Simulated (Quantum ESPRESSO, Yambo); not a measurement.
# SiO2 (Quartz): one start, several treatments of the self-energy, part 2 of 2

Wanted: the gap of SiO2 (Quartz) under several approximations, with cost.

Quantum ESPRESSO 7.5 and Yambo 5.3.0; LDA and many-body steps on it, plane waves. Known limits of the many-body steps: not at the basis limit; coarse k mesh.

So far. Step 2 (Empty states on the mesh, 3×3×2 mesh, 496 bands): On this mesh the gap is 5.801 eV. Step 4 (G0W0, Godby-Needs plasmon pole): The gap on the mesh goes from 5.80 eV to 8.78 eV, a correction of +2.98 eV.

### Step 5. One-shot COHSEX

This step: one-shot COHSEX on LDA, plane waves, norm-conserving pseudopotentials.

File gw4.in:

```
HF_and_locXC
gw0
dyson
cohsex
em1s
rim_cut
RandQpts= 1000000
RandGvec= 1 RL
EXXRLvcs= 72 Ry
VXCRLvcs= 288 Ry
Chimod= "HARTREE"
% BndsRnXs
 1 | 216 |
%
NGsBlkXs= 10 Ry
% LongDrXs
 1 | 1 | 1 |
%
% GbndRnge
 1 | 216 |
%
DysSolver= "n"
ExtendOut
% QPkrange
 5 | 5 | 23 | 26 |
 1 | 1 | 23 | 26 |
%
```

The run is started by

```bash
$ OMP_NUM_THREADS=2 mpirun -n 2 yambo -F gw4.in -J gw4 -C gw4 > gw4.log
```

The program printed:

```text
 Yambo, version 5.3.0

 [02] CORE Variables Setup
 =========================

  [... cell, symmetries and grids as in the set-up ...]

  [02.05] Energies & Occupations
  ==============================

  [X] === General ===
  [X] Electronic Temperature                        :  0.000000  0.000000 [eV K]
  [X] Bosonic    Temperature                        :  0.000000  0.000000 [eV K]
  [X] Finite Temperature mode                       : no
  [X] El. density                                   :  0.42403E+24 [cm-3]
  [X] Fermi Level                                   :  2.172053 [eV]

  [X] === Gaps and Widths ===
  [X] Conduction Band Min                           :  5.801365 [eV]
  [X] Valence Band Max                              :  0.000000 [eV]
  [X] Filled Bands                                  :  24
  [X] Empty Bands                                   :    25   496
  [X] Direct Gap                                    :  6.125498 [eV]
  [X] Direct Gap localized at k                     :  1
  [X] Indirect Gap                                  :  5.801365 [eV]
  [X] Indirect Gap between kpts                     :   5   1
  [X] Last valence band width                       :  0.596915 [eV]
  [X] 1st conduction band width                     :  3.097078 [eV]

 [03] Transferred momenta grid and indexing
 ==========================================

 IBZ Q-points                                      :   8
 BZ  Q-points                                      :  18

 K/Q-points units:
 rlu = crystal or reduced units; cc = cartesian coordinates; iku = interal k-units

 Q [1]          [rlu]:  0.000000  0.000000  0.000000
 Q [2]          [rlu]:  0.000000  0.000000 -0.500000
 Q [3]          [rlu]:  0.72872E-17  0.33333       0.0000
[...]
QP @ state[ 1 ] b range:  23  26
 QP @ state[ 2 ] K range:   5   5
 QP @ state[ 2 ] b range:  23  26

 [xc] Functional : Slater exchange(X)+Perdew & Wang(C)
 [xc] LIBXC used to calculate xc functional
  PP Number of Atomic Species                      :  2
  NLCC RL compoments                               :   63145
  PP Number of Atomic Species                      :  2
  NLCC RL compoments                               :   63145

 [xc] E_xc :  -24.88627 [Ha]
      E_xc :  -49.77254 [Ry]

  Local XC kind (lXC) : Slater exchange(X)+Perdew & Wang(C)
  Non-Local XC kind (nlXC) : Hartree-Fock

  Corrections @ K [1] :  [eV]
 <23|nlXC|23> = -25.06674 -0.44094E-17 <23|lXC|23> = -19.28076  0.37763E-15
 <24|nlXC|24> = -25.06523 -0.13045E-16 <24|lXC|24> = -19.28076  0.000000
 <25|nlXC|25> = -6.490484 -0.29917E-18 <25|lXC|25> = -11.30930  0.35403E-16
[...]
Corrections @ K [5] :  [eV]
[...]
<25|nlXC|25> = -7.118706  0.79572E-18 <25|lXC|25> = -12.56942 -0.23602E-16
 <26|nlXC|26> = -7.117994 -0.11415E-17 <26|lXC|26> = -12.56942 -0.94408E-16

 [08] Dyson equation: Newton solver
 ==================================

 [Newton] Sc step       :  0.100000 [eV]
 [Newton] Sc steps      :  1

  [08.01] G0W0 (COHSEX)
  =====================

  [  GW  ] Bands range     :   1  26

  QP @ state[ 1 ] K range:  1  1
  QP @ state[ 1 ] b range:  23  26
  QP @ state[ 2 ] K range:   5   5
  QP @ state[ 2 ] b range:  23  26

   Sc Empty Bands                                   : no
   Sc bands terminator                              : no
   Sx RL components                                 :   7959

   QP @ state[ 1 ] K range                          :  1  1
   QP @ state[ 1 ] b range                          :  23  26
   QP @ state[ 2 ] K range                          :   5   5
   QP @ state[ 2 ] b range                          :  23  26
   GF WF`s kind                                     : Slater exchange(X)+Perdew & Wang(C)
   Xs energies kind                                 : Slater exchange(X)+Perdew & Wang(C)
   Xs WF`s kind                                     : Slater exchange(X)+Perdew & Wang(C)

 [11] Game Over & Game summary
```

Run time: 2.2 min. Hardware: 2 MPI ranks of Arm Neoverse V1, shared host; peak memory 1.2 GiB.

This step gave:

```yaml
quasiparticle_gap_on_the_points_computed: 10.47 eV
starting_gap_on_the_mesh: 5.801 eV
k_of_the_valence_top: 0.3333, 0.3333, 0
k_of_the_conduction_bottom: 0, 0, 0
least_direct_quasiparticle_gap_on_the_computed_points: 10.84 eV
z_at_the_valence_top: 1
z_at_the_conduction_bottom: 1
```

Against G0W0 in Yambo (3×3×2 mesh, 216 bands, screening to 136.1 eV, Godby-Needs plasmon pole), the gap moves by +1.691 eV.

### Step 6. One-shot Hartree-Fock

This step: one-shot Hartree-Fock on LDA, plane waves, norm-conserving pseudopotentials.

File gw5.in:

```
HF_and_locXC
rim_cut
RandQpts= 1000000
RandGvec= 1 RL
EXXRLvcs= 72 Ry
VXCRLvcs= 288 Ry
% QPkrange
 5 | 5 | 23 | 26 |
 1 | 1 | 23 | 26 |
%
```

The run is started by

```bash
$ OMP_NUM_THREADS=2 mpirun -n 2 yambo -F gw5.in -J gw5 -C gw5 > gw5.log
```

The program printed:

```text
 Yambo, version 5.3.0

 [02] CORE Variables Setup
 =========================

  [... cell, symmetries and grids as in the set-up ...]

  [02.05] Energies & Occupations
  ==============================

  [X] === General ===
  [X] Electronic Temperature                        :  0.000000  0.000000 [eV K]
  [X] Bosonic    Temperature                        :  0.000000  0.000000 [eV K]
  [X] Finite Temperature mode                       : no
  [X] El. density                                   :  0.42403E+24 [cm-3]
[...]
[xc] E_xc :  -24.88627 [Ha]
      E_xc :  -49.77254 [Ry]

  Local XC kind (lXC) : Slater exchange(X)+Perdew & Wang(C)
  Non-Local XC kind (nlXC) : Hartree-Fock

  Corrections @ K [1] :  [eV]
 <23|nlXC|23> = -25.06674 -0.44094E-17 <23|lXC|23> = -19.28076  0.37763E-15
 <24|nlXC|24> = -25.06523 -0.13045E-16 <24|lXC|24> = -19.28076  0.000000
 <25|nlXC|25> = -6.490484 -0.29917E-18 <25|lXC|25> = -11.30930  0.35403E-16
[...]
Corrections @ K [5] :  [eV]
[...]
<25|nlXC|25> = -7.118706  0.79572E-18 <25|lXC|25> = -12.56942 -0.23602E-16
 <26|nlXC|26> = -7.117994 -0.11415E-17 <26|lXC|26> = -12.56942 -0.94408E-16

 [08] Game Over & Game summary
```

Wall time 5.6 s (2 MPI ranks); peak memory 1.1 GiB.

This step gave:

```yaml
quasiparticle_gap_on_the_mesh: 16.40 eV
starting_gap_on_the_mesh: 5.801 eV
k_of_the_valence_top: 0.3333, 0.3333, 0
k_of_the_conduction_bottom: 0, 0, 0
least_direct_quasiparticle_gap_on_the_computed_points: 16.73 eV
```

Against G0W0 in Yambo (3×3×2 mesh, 216 bands, screening to 136.1 eV, Godby-Needs plasmon pole), the gap moves by +7.613 eV.

### Step 7. Side by side

Times are wall times on 2 MPI ranks of Arm Neoverse V1, shared host, good to a factor of about two.

```
                           run   mesh  bands  screening cutoff (eV)  DFT gap (eV)  gap on the mesh (eV)  direct (eV)     time
G0W0, Godby-Needs plasmon pole  3×3×2    216                  136.1         5.801                 8.784        9.158  4.1 min
               one-shot COHSEX  3×3×2    216                  136.1         5.801                10.475       10.838  2.2 min
         one-shot Hartree-Fock  3×3×2      -                      -         5.801                16.396       16.729    5.6 s
```

### Step 8. Summary of results

```json
{
  "G0W0, Godby-Needs plasmon pole": "8.784 eV",
  "one-shot COHSEX": "10.475 eV",
  "one-shot Hartree-Fock": "16.396 eV",
  "known limits": "not at the basis limit; coarse k mesh"
}
```

In words: One-shot COHSEX: +1.691 eV against G0W0, Godby-Needs plasmon pole. One-shot Hartree-Fock: +7.613 eV against G0W0, Godby-Needs plasmon pole. Bare exchange alone opens the gap to 16.40 eV; against G0W0, correlation takes back 7.61 eV. Static COHSEX lies above G0W0: it lacks the factor Z and overstates the Coulomb hole of the filled states. Bands and cutoff are finite, so the gap is not at the basis limit. The miss can reach some tenths of an eV and take either sign; the mesh is an error of its own. The 3×3×2 mesh is coarse for this cell, which bears on the long-range parts of exchange and screening.

[Paths, hosts, dates, memory and timing lines, banners, echoed tables and standing remarks are left out of the program output.]

[Logs are printed without paths, hosts, clocks, repeated set-up lines and the standing remarks that a program may print on its own settings, such as how far it seeks lower states.]

[Runs of the session that timed out or met a known fault of the program may be left out.]

[Hosts, paths, dates, database ids (printed as entryN), source tags and the programs' standing remarks are cut or masked in the printed files.]
